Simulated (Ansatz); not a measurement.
# W2N(OH)2 MXene monolayer in a perpendicular field

Aim: how the W2N(OH)2 MXene monolayer screens a field along its normal, and what the field does to its bands. A positive field points along +c.

Program: Ansatz 0.2.0. Level of theory: plane-wave DFT, RPBE-D3(BJ), Ansatz PAW, in the first sound run; inputs show where later runs differ. Results are calculated unless marked as measured.

## 1. The structure

The cell holds 7 atoms: 2 H, 2 O, 2 W and 1 N. Cell: a = 3.054 Å, b = 3.054 Å, c = 24.717 Å, α = 90.0°, β = 90.0°, γ = 120.0°. Vacuum lies along c.

## 2. Relaxation

The starting cell is a guess, so the in-plane lattice and the atoms are relaxed first, with the slab cut off from its images along the normal. The program lengthens the vector along the normal by itself, so c and the volume that it reports differ from the typed ones.

Input file input.yaml:

```yaml
crystal:
  lattice:
    - [3.053908, 0.0, 0.0]
    - [-1.526954, 2.6447619088, 0.0]
    - [0.0, 0.0, 24.717013048]
  atoms:
    - { symbol: H, position: [0.3333333333, 0.6666666667, 0.3641216672] }
    - { symbol: O, position: [0.3333333333, 0.6666666667, 0.403770471] }
    - { symbol: W, position: [0.6666666667, 0.3333333333, 0.4512485294] }
    - { symbol: "N", position: [0.0, 0.0, 0.5] }
    - { symbol: W, position: [0.3333333333, 0.6666666667, 0.5487514706] }
    - { symbol: O, position: [0.6666666667, 0.3333333333, 0.596229529] }
    - { symbol: H, position: [0.6666666667, 0.3333333333, 0.6358783328] }
  periodic: [true, true, false]
kpoints:
  mp_grid: { grid: [12, 12, 1] }
hamiltonian:
  xc: rpbe
  dispersion: d3bj
scf:
  occupations: { method: fermi_dirac, width: 0.05 }
  convergence: { dr2_threshold: 1.0e-09 }
relax:
  f_tol: 0.004
  max_steps: 90
  cell: {}
output:
  write_potential: true
  write_density: true
  volumetric_format: npy
```

Started as:

```bash
> ansatz run input.yaml --threads 4 --pin off --max-ram 6144MiB --backend cpu --events-out ev --progress --plain --runs-dir out
```

Numbers of over 12 decimals in the logs are rounded to 6 here.

Output:

```text
Warning: crystal.periodic: the lattice vector that does not repeat stood 0.000° off the slab's normal, 24.717 Å along it as the deck builds it. The run solves the slab on a vector along the normal, 37.234 Å long, with every atom where it was (on the deck's vector they left 18.00 Å outside them, and the widest stretch free of ions among them is 1.20 Å). A fractional position that the run reports is one of the run's ce [...]
Warning: relax.cell: scf.convergence.dr2_threshold = 1e-9 eV is looser than the 2.504843963e-10 eV advised for a relaxation that steers and ends on the stress (1e-10 eV for each atom of the cell: 7, times the square of relax.cell.stress_2d_tol = 0.05 N/m over 16.7 Å (the atoms' height at the walk's start and 5 Å past either face), 2.991e-2 GPa, over a crystal's default 0.05). What an SCF threshold leaves in a stress goes as its square root, and in the free energy as the threshold itself, and one threshold admits the most on a small cell: [figures from the program's tests cut] Set scf.convergence.dr2_threshold to 2.504843963e-10 eV or tighter. [rest of the remark cut]
crystal.periodic: the lattice vector that does not repeat stood 0.000° off the slab's normal, 24.717 Å along it as the deck builds it. The run solves the slab on a vector along the normal, 37.234 Å long, with every atom where it was (on the deck's vector they left 18.00 Å outside them, and the widest stretch free of ions among them is 1.20 Å). A fractional position that the run reports is one of the run's cell, which [...]
Engine: ansatz 0.2.0, aarch64-unknown-linux-gnu
Pseudopotentials: kind: paw
Pseudopotential: H, paw, valence charge 1, recommended cutoff 420 eV (normal), H.paw.azcp
Pseudopotential: O, paw, valence charge 6, recommended cutoff 420 eV (normal), O.paw.azcp
Pseudopotential: W, paw, valence charge 14, recommended cutoff 420 eV (normal), W.paw.azcp
Pseudopotential: N, paw, valence charge 5, recommended cutoff 420 eV (normal), N.paw.azcp
Functional definition: RPBE
  parameter kappa = 0.804
  parameter beta = 0.066725
  exchange = rpbe_x(kappa = kappa, mu = beta*pi^2/3)
  correlation = pbe_c(beta = beta)
Crystal: 7 atoms, lattice volume = 300.734 Å³
Basis set: ecut = 420 eV, 5825 PW (Γ), exchange–correlation on 48×48×500 points (8 copies of the dense FFT grid, shifted against one another)
Bands: 31, of which v1, the nominal top of the filled ones, is band 24 counted from 1 (23 counted from 0)
Symmetry: 12 space group operations
Space group: P-3m1 (ITA 164), of the structure as read, at distance tolerance 6.7e-5 Å
k-points: 19 of 144
Non-local potential: H, projectors of the file, l = 0: 2, l = 1: 1
Non-local potential: O, projectors of the file, l = 0: 2, l = 1: 2, l = 2: 1
Non-local potential: W, projectors of the file, l = 0: 3, l = 1: 2, l = 2: 2, l = 3: 1
Non-local potential: N, projectors of the file, l = 0: 2, l = 1: 2, l = 2: 1
PAW form: soft (Blöchl's): semilocal exchange-correlation on the pseudo side does not see the compensation charge
PAW frozen core: O, regenerated for the run's functional, and the local potential with it (the file was generated under x = pbe(κ = 0.804, μ = 0.219515), c = pbe(β = 0.066725))
PAW frozen core: W, regenerated for the run's functional, and the local potential with it (the file was generated under x = pbe(κ = 0.804, μ = 0.219515), c = pbe(β = 0.066725))
PAW frozen core: N, regenerated for the run's functional, and the local potential with it (the file was generated under x = pbe(κ = 0.804, μ = 0.219515), c = pbe(β = 0.066725))
PAW one-centre angular grid: H, 110 points (default); XC on 64 Gauss nodes
PAW one-centre angular grid: O, 110 points (default); XC on 64 Gauss nodes
PAW one-centre angular grid: W, 590 points (default); XC on 64 Gauss nodes
PAW one-centre angular grid: N, 110 points (default); XC on 64 Gauss nodes
Initial density: superposition of atomic densities (neutral atoms: chi_scale 0, normalization atom), corrected by the library's trained network
Initial wavefunctions: pseudopotential atomic-orbital guess
Functional: x = rpbe, c = pbe(β = 0.066725)
SCF iter   1: F=—  HF=-22355.601431 eV  |F-HF|=—  |Δ(HF+E_count)|=         —  Δρ=6.61e-3  dr2=1.74e-1  ethr=1.77e-3  ⟨swp⟩=13.7  Hψ=4419  notcnv=0  defer=2
preconditioner: auto → LDOS  [metal: Δε(μ)=0.049 eV  Ē_g=11.680 eV  σ=0.050 eV  W_gap=0.24  n_scr=22 (ndim 8)  ℏωp=11.9 eV  f_vac=0.752  D(μ)=4.15/eV (n_scr^D=18)  β→1.0]
SCF iter   2: F=—  HF=-22355.581760 eV  |F-HF|=—  |Δ(HF+E_count)|=   1.97e-2  Δρ=1.71e-3  dr2=1.85e-2  ethr=3.71e-4  ⟨swp⟩=4.4  Hψ=1522  notcnv=0  defer=16
SCF iter   3: F=—  HF=-22355.582727 eV  |F-HF|=—  |Δ(HF+E_count)|=   9.67e-4  Δρ=8.37e-4  dr2=9.20e-3  ethr=3.93e-5  ⟨swp⟩=3.4  Hψ=1382  notcnv=0  defer=16
SCF iter   4: F=—  HF=-22355.582729 eV  |F-HF|=—  |Δ(HF+E_count)|=   2.11e-6  Δρ=4.61e-4  dr2=2.23e-3  ethr=1.96e-5  ⟨swp⟩=2.9  Hψ=1053  notcnv=0  defer=16
SCF iter   5: F=—  HF=-22355.582580 eV  |F-HF|=—  |Δ(HF+E_count)|=   1.49e-4  Δρ=1.70e-4  dr2=2.20e-4  ethr=4.75e-6  ⟨swp⟩=3.0  Hψ=1197  notcnv=0  defer=16
SCF iter   6: F=—  HF=-22355.582573 eV  |F-HF|=—  |Δ(HF+E_count)|=   7.39e-6  Δρ=4.68e-5  dr2=1.82e-5  ethr=4.68e-7  ⟨swp⟩=3.5  Hψ=1188  notcnv=0  defer=16
SCF iter   7: F=—  HF=-22355.582533 eV  |F-HF|=—  |Δ(HF+E_count)|=   3.99e-5  Δρ=2.26e-5  dr2=5.16e-6  ethr=3.86e-8  ⟨swp⟩=3.3  Hψ=1126  notcnv=0  defer=16
SCF iter   8: F=—  HF=-22355.582536 eV  |F-HF|=—  |Δ(HF+E_count)|=   3.39e-6  Δρ=1.13e-5  dr2=6.87e-7  ethr=1.10e-8  ⟨swp⟩=3.7  Hψ=1127  notcnv=0  defer=16
SCF iter   9: F=—  HF=-22355.582483 eV  |F-HF|=—  |Δ(HF+E_count)|=   5.30e-5  Δρ=3.04e-6  dr2=3.24e-8  ethr=1.46e-9  ⟨swp⟩=3.4  Hψ=1189  notcnv=0  defer=16
SCF iter  10: F=—  HF=-22355.582483 eV  |F-HF|=—  |Δ(HF+E_count)|=   4.88e-8  Δρ=1.06e-6  dr2=4.03e-9  ethr=6.90e-11  ⟨swp⟩=4.3  Hψ=1438  notcnv=0  defer=16
SCF iter  11: F=-22355.582483 eV  HF=-22355.582483 eV  |F-HF|=1.48e-9  |Δ(HF+E_count)|=   1.47e-8  Δρ=2.04e-7  dr2=9.99e-11  ethr=2.13e-12  ⟨swp⟩=15.4  Hψ=5294  notcnv=0
SCF 1 converged in 11 iterations: F = -22355.582483 eV  dr2 = 9.99e-11
  greatest PAW one-centre occupation: 0.999 electrons in one spin orbital (limit 2), on the W atom at site 4 (counted from 0), in its partial waves of l = 0
relax step   1: F+E_penalty+E_count = -22355.58248341 eV  Δ(F+E_penalty+E_count) = +0.000e0 eV  max|allowed force component| = 2.173e0 eV/Å  Δτ_max = 0.0000 Å  P = -10.639 N/m  Ω = 300.734 Å³  fix = [c, alpha, beta]  reactions: c -0.000 N/m  (11 SCF iters, accepted)
Crystal: 7 atoms, lattice volume = 279.486 Å³
[...]
relax step   5: F+E_penalty+E_count = -22358.03096595 eV  Δ(F+E_penalty+E_count) = -8.884e-2 eV  max|allowed force component| = 6.736e-1 eV/Å  Δτ_max = 0.0546 Å  P = -0.641 N/m  Ω = 242.969 Å³  energy of the carried Pulay correction = +5.381e-2 eV  fix = [c, alpha, beta]  reactions: c -0.000 N/m  (11 SCF iters, accepted)
relax step   6: F+E_penalty+E_count = -22358.04477387 eV  Δ(F+E_penalty+E_count) = -1.381e-2 eV  max|allowed force component| = 8.735e-2 eV/Å  Δτ_max = 0.0151 Å  P = -0.159 N/m  Ω = 242.774 Å³  energy of the carried Pulay correction = +5.401e-2 eV  fix = [c, alpha, beta]  reactions: c -0.000 N/m  (11 SCF iters, accepted)
relax step   7: F+E_penalty+E_count = -22358.04511949 eV  Δ(F+E_penalty+E_count) = -3.456e-4 eV  max|allowed force component| = 1.346e-3 eV/Å  Δτ_max = 0.0027 Å  P = -0.015 N/m  Ω = 242.643 Å³  energy of the carried Pulay correction = +5.415e-2 eV  fix = [c, alpha, beta]  reactions: c -0.000 N/m  (7 SCF iters, accepted)
relax step   8: F+E_penalty+E_count = -22358.02539734 eV  Δ(F+E_penalty+E_count) = +1.972e-2 eV  max|allowed force component| = 6.570e-3 eV/Å  Δτ_max = 0.0000 Å  P = -0.552 N/m  Ω = 242.643 Å³  fix = [c, alpha, beta]  reactions: c -0.000 N/m  stress off target by 5.52e-1 N/m on what of the cell is left free  SCF on the basis re-selected at this cell (its energy is not comparable with the rows above)  (7 SCF iters)
relax step   9: F+E_penalty+E_count = -22358.02613407 eV  Δ(F+E_penalty+E_count) = -7.367e-4 eV  max|allowed force component| = 9.415e-3 eV/Å  Δτ_max = 0.0012 Å  P = +0.081 N/m  Ω = 242.135 Å³  energy of the carried Pulay correction = +5.349e-4 eV  fix = [c, alpha, beta]  reactions: c +0.000 N/m  (7 SCF iters, accepted)
relax step  10: F+E_penalty+E_count = -22358.02608063 eV  Δ(F+E_penalty+E_count) = +5.344e-5 eV  max|allowed force component| = 5.803e-3 eV/Å  Δτ_max = 0.0003 Å  P = +0.002 N/m  Ω = 242.193 Å³  energy of the carried Pulay correction = +4.745e-4 eV  fix = [c, alpha, beta]  reactions: c +0.000 N/m  (7 SCF iters, accepted)
relax step  11: F+E_penalty+E_count = -22358.02608069 eV  Δ(F+E_penalty+E_count) = -6.310e-8 eV  max|allowed force component| = 2.085e-4 eV/Å  Δτ_max = 0.0001 Å  P = +0.000 N/m  Ω = 242.194 Å³  energy of the carried Pulay correction = +4.734e-4 eV  fix = [c, alpha, beta]  reactions: c +0.000 N/m  (5 SCF iters, accepted)
iter 1 solved again at ethr=1.94e-7 eV; its pass at ethr=3.10e-3 eV (dr2=9.12e-5 eV) is discarded
SCF iter   1: F=—  HF=-22358.025729 eV  |F-HF|=—  |Δ(HF+E_count)|=         —  Δρ=7.95e-6  dr2=2.22e-8  ethr=1.94e-7  ⟨swp⟩=7.8  Hψ=7841  notcnv=0
eigensolver tolerance schedule: the retry pair's looser diagonalisation over-reported the residual by 4111.80 of it (diagonalisation noise at 0.35 of the residual, at the tolerance the schedule requests for it); recorded, not acted on — ethr = c·dr2/N_el stays at c = 1.0e-1
preconditioner: auto → LDOS  [metal: Δε(μ)=0.028 eV  Ē_g=11.783 eV  σ=0.050 eV  W_gap=0.14  n_scr=24 (ndim 8)  ℏωp=13.3 eV  f_vac=0.730  D(μ)=3.08/eV (n_scr^D=16)  β→1.0]
SCF iter   2: F=—  HF=-22358.025606 eV  |F-HF|=—  |Δ(HF+E_count)|=   1.23e-4  Δρ=2.60e-6  dr2=1.25e-8  ethr=4.72e-11  ⟨swp⟩=6.7  Hψ=2554  notcnv=0
SCF iter   3: F=—  HF=-22358.025606 eV  |F-HF|=—  |Δ(HF+E_count)|=   1.84e-9  Δρ=6.31e-7  dr2=2.29e-9  ethr=2.66e-11  ⟨swp⟩=3.0  Hψ=1155  notcnv=0
SCF iter   4: F=-22358.025606 eV  HF=-22358.025606 eV  |F-HF|=2.04e-10  |Δ(HF+E_count)|=  4.66e-10  Δρ=1.41e-7  dr2=2.99e-10  ethr=2.13e-12  ⟨swp⟩=19.7  Hψ=5771  notcnv=0
SCF 12 converged in 4 iterations: F = -22358.025606 eV  dr2 = 2.99e-10
relax step  12: F+E_penalty+E_count = -22358.02560598 eV  Δ(F+E_penalty+E_count) = +4.747e-4 eV  max|allowed force component| = 8.822e-5 eV/Å  Δτ_max = 0.0000 Å  P = -0.010 N/m  Ω = 242.194 Å³  fix = [c, alpha, beta]  reactions: c -0.000 N/m  stress off target by 1.02e-2 N/m on what of the cell is left free  SCF on the basis re-selected at this cell (its energy is not comparable with the rows above)  (4 SCF iters)
basis re-selected at this cell: Δ(F+E_penalty+E_count) = +4.747e-4 eV, ΔP = -0.010 N/m vs the last step (what re-selecting the basis moved, of the pressure what is left beyond the Pulay correction that the steps carried, after the strain that the cell walked since its last selection, with what the two solves' SCF thresholds leave and, on support functions, any second-order correction that the steps lacked; it is no m [...]
WARN: The output density's exchange-correlation potential varies sharply where the density is thin. Do not read a vacuum level from v_tot or v_xc, or from such a field of the output density. On a cell that repeats whose density bears no net charge and no dipole along the vacuum's axis use v_es (v_loc + v_h of the components); under efield.dipole_correction with no amplitude use v_es + v_field, which holds any externa [...]
SCF converged after 4 iterations
Free energy (F): -22358.025606 eV
Harris-Foulkes:  -22358.025606 eV  (|F-HF|=2.04e-10)
Internal energy: -22358.002492 eV  (E = F + TS)
E sigma→0 (E₀):  -22358.014049 eV
Entropy (-TS):   -0.023114 eV (-3.302 meV/atom)
Fermi energy:    -2.600493 eV
--- Per-component energies (eV) ---
  E_band       = -1184.435036
  E_kinetic    = 1429.167255
  E_local      = -215380.828731  (includes V_loc(G=0)·N_el)
  E_nonlocal   = 144.538756
  E_hartree    = 106866.961576
  E_xc         = -763.671074
  E_vxc        = -769.414395  (∫ρ·V_xc dr)
  E_paw        = -17601.013073  (= ΣΔE_a)
  E_vpaw       = -341.831708  (= ΣTr[D̂ρ^β])
  E_aug_tail   = 0.002417  (compensation charges beyond the density's cutoff)
  E_ewald      = 102956.492628
  E_disp       = -9.557005  (pairwise vdW)
  E_core_change = -0.095242  (= ΣΔE_core)
  E_smearing   = -0.023114  (= −TS)
  E_closure    = -0.000000  (closes the sum)
  Σ components = -22358.025606   (vs F -22358.025606, Δ=0.00e0)
--- Forces (eV/Å), atoms counted from 1 ---
  atom   1  H      0.00000000     0.00000000     0.00008822
  atom   2  O      0.00000000     0.00000000     0.00005673
  atom   3  W     -0.00000000     0.00000000    -0.00004512
  atom   4  N     -0.00000000    -0.00000000     0.00000000
  atom   5  W      0.00000000    -0.00000000     0.00004512
  atom   6  O     -0.00000000    -0.00000000    -0.00005673
  atom   7  H      0.00000000    -0.00000000    -0.00008822
  max |Σ_I F_I| component: 1.85e-17 eV/Å
--- 2D stress c σ (N/m, compression-positive) ---
       -0.010166       0.000000      -0.000000
        0.000000      -0.010166       0.000000
       -0.000000       0.000000      -0.000000
  P = ½ c Tr σ = -0.0102 N/m
--- Band table (eV; the first three rows and the last of 19) ---
  k-point 0: bands = [... 20 lower, -6.5890, -4.5116, -4.0947, -4.0947, -2.8525, -2.8114, -2.7472, -2.7472, ... 3 higher]
  k-point 1: bands = [... 20 lower, -6.7535, -4.7674, -4.0595, -3.8851, -3.0267, -2.6892, -2.6295, -2.5996, ... 3 higher]
  k-point 2: bands = [... 20 lower, -7.0708, -5.3504, -3.9368, -3.5121, -3.2383, -2.2503, -2.1462, -2.1168, ... 3 higher]
  k-point 18: bands = [... 20 lower, -3.9238, -3.4195, -3.4195, -3.0097, -1.0176, -1.0176, 0.3498, 0.3498, ... 3 higher]
  the weakly bound empty levels are not read free of the cell's end (no_gap_told)
--- Relaxed structure (10 steps of the walk, 10 accepted, 2 SCFs on fresh bases) ---
  F+E_penalty+E_count = -22358.02560598 eV   max|allowed force component| = 8.822e-5 eV/Å   (the final SCF, on the basis selected at the relaxed cell)
  cell:  # Å, volume = 242.1937 Å³
    - [2.740603, 0.0, 0]
    - [-1.370301, 2.373432, 0]
    - [0, 0, 37.234026]
  atoms:
    - { symbol: H, position: [0.333333, 0.666667, 0.227441] }
    - { symbol: O, position: [0.333333, 0.666667, 0.253705] }
    - { symbol: W, position: [0.666667, 0.333333, 0.293393] }
    - { symbol: N, position: [0, 0, 0.331914] }
    - { symbol: W, position: [0.333333, 0.666667, 0.370436] }
    - { symbol: O, position: [0.666667, 0.333333, 0.410124] }
    - { symbol: H, position: [0.666667, 0.333333, 0.436388] }
```

The job ended after 87 s (4 threads of Arm Neoverse N1, shared host; peak memory 0.71 GiB; 5 min of CPU time).

The steps of the relaxation:

```csv
step,energy less that of the first step (eV),largest force component (eV/Å),volume (Å³)
1,0.0000,2.1733,300.73
2,-1.1679,0.9286,279.49
3,-2.0142,2.0046,257.87
4,-2.3596,1.4259,236.51
5,-2.4485,0.6736,242.97
6,-2.4623,0.0873,242.77
7,-2.4626,0.0013,242.64
8*,-2.4429,0.0066,242.64
9,-2.4437,0.0094,242.14
10,-2.4436,0.0058,242.19
11,-2.4436,0.0002,242.19
12*,-2.4431,0.0001,242.19
```

Relaxation steps marked * repeat the geometry before them on a plane-wave basis chosen anew for their cell, so energy and pressure can jump there.

Forces are held to the 12 operations that the run works with; a distortion that breaks them can't arise in this run.

```csv
cell as run,before,after,change
a (Å),3.054,2.741,-10.3 %
b (Å),3.054,2.741,-10.3 %
```

The atoms that moved most (Å, along periodic axes as changes of fractional coordinates times the final cell, across vacuum about the mean position):

```csv
atom,dx,dy,dz,length
O6,0.000,0.000,0.534,0.534
O2,0.000,0.000,-0.534,0.534
H7,0.000,0.000,0.531,0.531
H1,0.000,0.000,-0.531,0.531
W3,0.000,0.000,-0.229,0.229
W5,0.000,0.000,0.229,0.229
```

The relaxed structure:

```cif
data_structure
_symmetry_space_group_name_H-M 'P 1'
_symmetry_Int_Tables_number 1
_cell_length_a 2.7406
_cell_length_b 2.7406
_cell_length_c 37.2340
_cell_angle_alpha 90.000
_cell_angle_beta 90.000
_cell_angle_gamma 120.000
_cell_volume 242.19
loop_
_atom_site_label
_atom_site_type_symbol
_atom_site_fract_x
_atom_site_fract_y
_atom_site_fract_z
_atom_site_occupancy
H1 H 0.33333 0.66667 0.22744 1
O2 O 0.33333 0.66667 0.25370 1
W3 W 0.66667 0.33333 0.29339 1
N4 N 0.00000 0.00000 0.33191 1
W5 W 0.33333 0.66667 0.37044 1
O6 O 0.66667 0.33333 0.41012 1
H7 H 0.66667 0.33333 0.43639 1
```

Numbers from this step:

* energy at zero smearing: -22358.0140 eV

The lattice constant a goes from 3.054 to 2.741 Å.

(Continued in part 2 of 3.)

[Logs are printed without paths, hosts, clocks, repeated set-up lines and the standing remarks that a program may print on its own settings, such as how far it seeks lower states.]

[Hosts, paths, dates, database ids (printed as entryN), source tags and the programs' standing remarks are cut or masked in the printed files.]

[Maps of the electrostatic potential energy from Ansatz leave out the sawtooth potential of an applied field or a dipole correction, so their vacuum need not be flat; planar profiles and work functions include it.]
